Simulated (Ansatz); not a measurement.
Entries from a set of simulations; values are calculated unless marked as measured.

```xyz
5
Lattice="5.605 0.000 0.000 0.000 5.605 0.000 0.000 0.000 5.605" Properties=species:S:1:pos:R:3 pbc="T T T" subject="Quasiparticle gap of CsPbCl3 (Pm-3m)" method="G0W0 on HSE06, plane waves, PAW (and 1 further level or step)" program="Ansatz 0.2.0" settings_of_one_run="cutoff 420 eV, 4×4×4 k-mesh, default PAW, empty bands 965, screening cutoff 180 eV, screening contour deformation, QP bands (v2, c2)" cost="2 runs, 1.8 min in all on 1 × NVIDIA H100 80GB HBM3 (shared by 3 runs) with 3 threads of AMD EPYC 7R13 (Zen 3), shared host (the runs of this entry)" notes="In doubt: masses and optical values from hybrid runs of this build are listed as unsure (in some of the runs), which bears on the screening that GW takes from such a start. The cell and positions come from the Crystallography Open Database and are kept as given unless a step says otherwise. Limits: no spin-orbit coupling." hse06_gap_over_mesh_and_listed_points="2.599 eV, direct, at k = (0.500, 0.500, 0.500)" g0w0_hse06_gap_over_3_of_10_irreducible_mesh_points="3.689 eV, direct, at k = (-0.500, -0.500, -0.500)" gw_settings="4×4×4 mesh, 965 empty bands, screening to 180 eV" known_limits="finite bands, screening cutoff and k mesh; no spin-orbit coupling in G0W0"
Cs    0.000    0.000    0.000
Pb    2.803    2.803    2.803
Cl    2.803    2.803    0.000
Cl    0.000    2.803    2.803
Cl    2.803    0.000    2.803
```

[Paths, hosts, dates, memory and timing lines, banners, echoed tables and standing remarks are left out of the program output.]

[Logs are printed without paths, hosts, clocks, repeated set-up lines and the standing remarks that a program may print on its own settings, such as how far it seeks lower states.]

[Runs of the session that timed out or met a known fault of the program may be left out.]

[Cells called generated may have been cut or substituted from an entry of the Crystallography Open Database or the Materials Project.]

[Hosts, paths, dates, database ids (printed as entryN), source tags and the programs' standing remarks are cut or masked in the printed files.]
